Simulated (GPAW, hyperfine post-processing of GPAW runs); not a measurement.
# 25Mg NMR of paramagnetic MgVCl2O

Aim: the shifts that the unpaired electrons of V give to the NMR lines of 25Mg, 17O and 35Cl in MgVCl2O at 298 K.

Method: DFT, revPBE+U, plane-wave PAW, GPAW setups, collinear spin, scalar-relativistic, in GPAW 26.7.0.

## 1. Set-up

Symmetry: Cm, No. 8, monoclinic system. The conventional cell has a = 13.241 Å, b = 3.923 Å, c = 4.318 Å, α = 90.00°, β = 108.86°, γ = 90.00°. Nearest to V lie 2 O at 2.16 Å and 4 Cl at 2.54 to 2.58 Å. Nearest to Cl lie 2 V at 2.54 Å and 2 Mg at 2.75 to 2.80 Å. Cl has 2 V at 2.58 Å and 2 Mg at 2.65 to 2.66 Å nearest. Nearest to Mg lie 2 O at 1.96 Å and 4 Cl at 2.65 to 2.80 Å. Nearest to O lie 2 Mg at 1.96 Å and 2 V at 2.16 Å. Farther neighbours and most contacts between anions are not listed.

Structure file:

```xyz
10
Lattice="0.0000 7.8463 0.0000 -1.3957 0.0000 4.0863 6.6203 -1.9616 0.0000" Properties=species:S:1:pos:R:3 pbc="T T T"
V    -1.3467    0.0000    3.9983
V    -1.3467    3.9232    3.9983
Cl    1.5686    1.9616    0.4558
Cl    1.5686    5.8847    0.4558
Cl    3.6881    0.0000    3.4590
Cl    3.6881    3.9232    3.4590
Mg    5.8491    0.0000    1.9060
Mg    5.8491    3.9232    1.9060
O     5.9077    1.9616    1.9353
O     5.9077    5.8847    1.9353
```

The cell is a computed entry of the Materials Project; it need not be the form that is stable at ambient conditions. The run's cell holds 10 atoms, a multiple of the primitive cell, so that one ion can be reversed against another. The atoms stand as given; the largest force on them is 0.17 eV/Å.

## 2. The ferromagnetic state

With all V moments parallel, the spin density at each nucleus is that of the fully magnetised paramagnet. A Hubbard U holds the open shell closer to the ion than the plain functional does, which changes how much spin reaches the ligands. GPAW's U acts on normalised projectors, so its value can't be carried over from other programs one to one.

File scf.py:

```python
import json
from ase import Atoms
from ase.parallel import parprint
from gpaw import GPAW, PW, FermiDirac, MixerDif

atoms = Atoms(['V', 'V', 'Cl', 'Cl', 'Cl', 'Cl', 'Mg', 'Mg', 'O', 'O'],
              cell=[[0.0, 7.846304, 0.0], [-1.395724, 0.0, 4.086327], [6.620337, -1.961576, 0.0]],
              scaled_positions=[[0.000715, 0.978458, 0.002861], [0.500715, 0.978458, 0.002861], [0.315114, 0.111547, 0.260456], [0.815114, 0.111547, 0.260456], [0.183888, 0.846483, 0.735552], [0.683888, 0.846483, 0.735552], [0.245461, 0.466429, 0.981844], [0.745461, 0.466429, 0.981844], [0.498049, 0.473592, 0.992197], [0.998049, 0.473592, 0.992197]],
              magmoms=[3.0, 3.0, 0.0, 0.0, 0.0, 0.0, 0.0, 0.0, 0.0, 0.0], pbc=True)
atoms.calc = GPAW(mode=PW(500), xc='revPBE', kpts={'size': (3, 5, 3), 'gamma': True}, spinpol=True, setups={'V': ':d,3.2'},
                  occupations=FermiDirac(0.02, fixmagmom=True), mixer=MixerDif(0.12, 6, 30),
                  convergence={'density': 1e-5}, maxiter=150, symmetry={'tolerance': 1e-4},
                  legacy_gpaw=True, txt='scf.txt')
parprint('energy', atoms.get_potential_energy())
parprint('moment', atoms.get_magnetic_moment())
parprint('moments', json.dumps(atoms.get_magnetic_moments().round(4).tolist()))
parprint('fermi', json.dumps(list(map(float, atoms.calc.get_fermi_levels()))))
levels = [[e - f for k in range(len(atoms.calc.get_ibz_k_points())) for e in atoms.calc.get_eigenvalues(k, s)] for s, f in enumerate(atoms.calc.get_fermi_levels())]
parprint('gap', min(min(e for e in x if e > 0) + f for x, f in zip(levels, atoms.calc.get_fermi_levels())) - max(max(e for e in x if e <= 0) + f for x, f in zip(levels, atoms.calc.get_fermi_levels())))
parprint('positions', json.dumps(atoms.get_scaled_positions(wrap=False).round(6).tolist()))
parprint('forces', json.dumps(atoms.get_forces().round(4).tolist()))
atoms.calc.write('gs.gpw')
```

A second script reads the saved density on one core and turns GPAW's hyperfine parameters into fields at the nuclei:

File contact.py:

```python
import numpy as np
from ase import units
from gpaw import GPAW
from gpaw.hyperfine import G_FACTOR_E, alpha, hyperfine_parameters, paw_correction
from gpaw.utilities import unpack_density

calc = GPAW('gs.gpw', legacy_gpaw=True, txt=None)
tesla = units._e / units._hplanck / 7.6225932e6 / 2  # eV per unit g_N to the field at the nucleus
unit = np.pi * alpha**2 * G_FACTOR_E * units._me / units._mp * units.Ha
valence = hyperfine_parameters(calc, exclude_core=True)
print('atom     contact field (T): all, valence')
for a, s in enumerate(calc.get_atoms().symbols):
    args = unpack_density(calc.density.D_asp[a]), calc.wfs.setups[a], calc.hamiltonian.xc
    try:  # the response of the frozen core, atom by atom
        core = (paw_correction(*args, False) - paw_correction(*args, True)) * unit
    except AssertionError:
        core = np.full((3, 3), np.nan)
    print(f'{a + 1:3d} {s:2s} {np.trace(valence[a] + core) / 3 * tesla:11.5f} {np.trace(valence[a]) / 3 * tesla:11.5f}')
```

Started as:

```
$ OMP_NUM_THREADS=1 mpirun -n 4 gpaw python scf.py > gpaw.log
$ python contact.py
```

Numbers of over 12 decimals in the logs are rounded to 6 here.

The program printed:

```text
[a pick of lines from scf.txt and the scripts' output, long numbers rounded; set-up, eigenvalues, and the printed gap, site moments, positions and forces are left out]
Symmetries present (total): 1
45 k-points: 3 x 5 x 3 Monkhorst-Pack grid
23 k-points in the irreducible part of the Brillouin zone
  Cutoff energy: 500.000 eV
Occupation numbers: Fixed magnetic moment: 6.000
  width: 0.0200  # eV
XC parameters: revPBE with 2 nearest neighbor stencil
Number of bands in calculation: 60
Number of valence electrons: 86
iter:   1 03:21:47   -49.396758                   +6.0060
iter:   2 03:21:58   -49.048772   -0.27  -1.20    +6.0018
iter:   3 03:22:09   -48.084803   -0.41  -1.29    +6.0002
[... 14 further iterations ...]
iter:  18 03:24:56   -48.792230c  -7.95c -4.64    +6.0000
iter:  19 03:25:07   -48.792232c  -7.61c -4.72    +6.0000
iter:  20 03:25:19   -48.792232c  -8.35c -5.02c   +6.0000
Converged after 20 iterations.
Total magnetic moment: (0.000000, 0.000000, 6.000000)
Local magnetic moments:
Free energy:    -48.792232
Extrapolated:   -48.792232
Fermi levels: 3.64546, 4.76590
energy -48.792232
moment 6.000000
fermi [3.645460, 4.765904]
atom     contact field (T): all, valence
  1 V    -29.02538    14.96057
  2 V    -29.02538    14.96057
  3 Cl     0.05842     0.05182
  4 Cl     0.05842     0.05182
  5 Cl     0.25802     0.23399
  6 Cl     0.25802     0.23399
  7 Mg    -0.67186    -0.63204
  8 Mg    -0.67186    -0.63204
  9 O     -0.31216     0.23507
 10 O     -0.31216     0.23507
```

Run time: 4 min. Hardware: 4 MPI ranks of Arm Neoverse N1, shared host; 15 min of CPU time.

The cell holds 6.00 μB on 2 V, so S = 1.50. The total moment is held at that value. The contact field is B = (2μ₀/3) μB ρ_s, 7.769 T for 1 e/Å³, and A_iso = γB/(2πS) sums over all ions. The valence part leaves out the polarisation of the frozen cores, which GPAW adds afterwards by solving for the core states in the spin-dependent potential:

| site | atom | atoms in cell | links to V | field (T) | valence part (T) | A_iso (MHz) |
| --- | --- | --- | --- | --- | --- | --- |
| Mg | 7 | 2 | 4 V through links of 90° (4) | -0.672 | -0.632 | 1.17 |
| O | 9 | 2 | bonded to 2 V at 2.16 Å | -0.312 | 0.235 | 1.20 |
| Cl(1) | 3 | 2 | bonded to 2 V at 2.54 Å | 0.0584 | 0.0518 | 0.163 |
| Cl(2) | 5 | 2 | bonded to 2 V at 2.58 Å | 0.258 | 0.234 | 0.718 |

## 3. One ion reversed at a time

Above the ordering point the moments are not free: their couplings set the Weiss constant, which scales every shift. Reversing one ion measures these couplings, and shows at once how much of each shift that ion sends.

scf.py, as its differences from that of step 2:

```diff
@@ -8,3 +8,3 @@
               scaled_positions=[[0.000715, 0.978458, 0.002861], [0.500715, 0.978458, 0.002861], [0.315114, 0.111547, 0.260456], [0.815114, 0.111547, 0.260456], [0.183888, 0.846483, 0.735552], [0.683888, 0.846483, 0.735552], [0.245461, 0.466429, 0.981844], [0.745461, 0.466429, 0.981844], [0.498049, 0.473592, 0.992197], [0.998049, 0.473592, 0.992197]],
-              magmoms=[3.0, 3.0, 0.0, 0.0, 0.0, 0.0, 0.0, 0.0, 0.0, 0.0], pbc=True)
+              magmoms=[-3.0, 3.0, 0.0, 0.0, 0.0, 0.0, 0.0, 0.0, 0.0, 0.0], pbc=True)
 atoms.calc = GPAW(mode=PW(500), xc='revPBE', kpts={'size': (3, 5, 3), 'gamma': True}, spinpol=True, setups={'V': ':d,3.2'},
```

The program printed:

```text
[a pick of lines from scf.txt and the scripts' output, long numbers rounded; set-up, eigenvalues, and the printed gap, site moments, positions and forces are left out]
Symmetries present (total): 1
45 k-points: 3 x 5 x 3 Monkhorst-Pack grid
23 k-points in the irreducible part of the Brillouin zone
  Cutoff energy: 500.000 eV
Occupation numbers: Fixed magnetic moment: 0.000
  width: 0.0200  # eV
XC parameters: revPBE with 2 nearest neighbor stencil
Number of bands in calculation: 56
Number of valence electrons: 86
iter:   1 03:25:55   -49.296258                   +0.0000
iter:   2 03:26:05   -49.039660   -0.20  -1.20    -0.0000
iter:   3 03:26:17   -48.036919   -0.22  -1.28    -0.0000
[... 15 further iterations ...]
iter:  19 03:29:24   -48.773812c  -7.64c -4.82    +0.0000
iter:  20 03:29:34   -48.773813c  -7.51c -4.88    +0.0000
iter:  21 03:29:45   -48.773813c  -8.22c -5.00c   +0.0000
Converged after 21 iterations.
Total magnetic moment: (0.000000, 0.000000, 0.000000)
Local magnetic moments:
Free energy:    -48.773813
Extrapolated:   -48.773813
Fermi levels: 3.75668, 3.75668
energy -48.773813
moment 1.2358536274036747e-14
fermi [3.756681, 3.756681]
atom     contact field (T): all, valence
  1 V     31.83431   -12.14855
  2 V    -31.83442    12.14855
  3 Cl    -0.00021    -0.00004
[...]
9 O     -0.49556     0.05464
 10 O      0.49555    -0.05464
```

It took 4.4 min on 4 MPI ranks; 16 min of CPU time.

The parallel state has -48.7922 eV at zero smearing. Each flip reverses one ion with all its periodic images. It gives an energy and, by half the change of the contact field, the share of that set of ions in each shift at 298 K (ppm; atoms of one site can get unlike shares):

| atom reversed | energy (eV) | change (meV) | Mg | O | Cl(1) | Cl(2) |
| --- | --- | --- | --- | --- | --- | --- |
| V1 | -48.7738 | 18.4 | -1260 | -1520 / 344 | 109 / 110 | 476 / 493 |

In mean-field theory Θ = ΔE (S + 1) / (6 S k_B): Θ = 59 K. Couplings between an ion and its own images are missing, and in this cell images lie no farther than 1.2 times the shortest distance between magnetic ions, so couplings that may matter are lost and this Θ is not relied on. Θ = 0 is used for the shifts.

## 4. The ladder of functionals

Spin transfer to the ligands hangs on how far the functional delocalises the open shell, so other levels show how much the fields depend on it.

Contact fields (T) with all moments parallel; times on 4 MPI ranks of Arm Neoverse N1, shared host. The cutoff is 500 eV where none is named; the moment is held in each run.

```csv
level,moment (μB),time,Mg,O,Cl(1),Cl(2)
revPBE +U V 3.2 eV,6.00,4 min,-0.672,-0.312,0.0584,0.258
revPBE,6.00,4.1 min,-0.447,-0.307,0.0501,0.397
revPBE +U V 1.9 eV,6.00,4.4 min,-0.615,-0.319,0.0387,0.277
revPBE +U V 4.5 eV,6.00,6.9 min,-0.697,-0.299,0.0853,0.258
LDA +U V 3.2 eV,6.00,4.4 min,-0.580,-1.29,-0.707,-0.411
"revPBE +U V 3.2 eV, 650 eV",6.00,7.6 min,-0.671,-0.340,0.0646,0.265
```

## 5. Scaling to the paramagnet

The shift is δ = B · g μB (S + 1) / (3 k_B (T − Θ)) with g = 2; at 298 K and Θ = 0 K one tesla gives 3757 ppm. The anisotropy is a sum over point dipoles on the V ions, scaled alike; on atoms bound to V, spin in their own p shell adds an anisotropy that this leaves out.

| site | nucleus | δ_iso (ppm) | with the calculated Θ | reduced anisotropy (ppm) | asymmetry |
| --- | --- | --- | --- | --- | --- |
| Mg | 25Mg | -2520 | -3150 | -1620 | 0.25 |
| O | 17O | -1170 | -1460 | 4010 | 0.18 |
| Cl(1) | 35Cl | 219 | 274 | -1090 | 0.55 |
| Cl(2) | 35Cl | 969 | 1210 | -1050 | 0.40 |

The reduced anisotropy is δ_zz − δ_iso, with zz the principal value farthest from δ_iso. The Weiss constant adds its own doubt: exchange couplings from semilocal functionals with a U can miss even their sign, and a Θ lower by 100 K would lower every shift by 25 %.

## 6. Outcome

| Property | Result |
| --- | --- |
| spin of V | 1.50 |
| Weiss constant, mean field (rough, not used) | 59 K |
| 25Mg contact shift at 298 K, Θ = 0 K | -2520 ppm |
| 17O contact shift at 298 K, Θ = 0 K | -1170 ppm |
| 35Cl contact shift at 298 K, Θ = 0 K | 219, 969 ppm |

**Reading.** At 298 K the V moments shift 25Mg on Mg by -2520 ppm, 17O on O by -1170 ppm, 35Cl on Cl(1) by 219 ppm and 35Cl on Cl(2) by 969 ppm, scaled with a pure Curie law. No measured Weiss constant is at hand, and the one from single flips is too rough to scale with, so the shifts are given for a pure Curie law; each 30 K of Θ would move them by about 10 %. The calculated Θ of 59 K would multiply them by 1.25. Over the levels shown, the field at Mg runs from -0.697 T (revPBE +U V 4.5 eV) to -0.447 T (revPBE); among the sites in the table it changes sign at Cl(1) and Cl(2). On Cl(1) and Cl(2) the levels differ even in sign, so neither size nor sign of that shift is settled. The shift of Mg is negative: the spin density at the nucleus is opposite to the V moments, the mark of spin polarisation outweighing delocalisation. All this holds only well above the ordering temperature and the strongest exchange, neither of which is computed. The orbital (chemical) shift and the pseudocontact shift from g anisotropy are not included. GPAW's core response is not screened by the valence electrons and can be too large by up to a factor of two, so sites where total and valence fields differ much are unsure by that part. For anions bound to the magnetic ion the point-dipole anisotropy lacks the spin in their own p orbitals, and their lines are broad and relax fast. On O total and valence fields differ by over a quarter of the total (by up to 1.8 times the total); that core part hangs on the functional and on the program's treatment of the cores, and where it exceeds the total neither size nor sign of the shift is settled. The dipole sum is for a spherical crystallite; bulk susceptibility, which broadens real lines, and quadrupolar couplings are left out.

[Logs are printed without paths, hosts, clocks, repeated set-up lines and the standing remarks that a program may print on its own settings, such as how far it seeks lower states.]

[Hosts, paths, dates, database ids (printed as entryN), source tags and the programs' standing remarks are cut or masked in the printed files.]
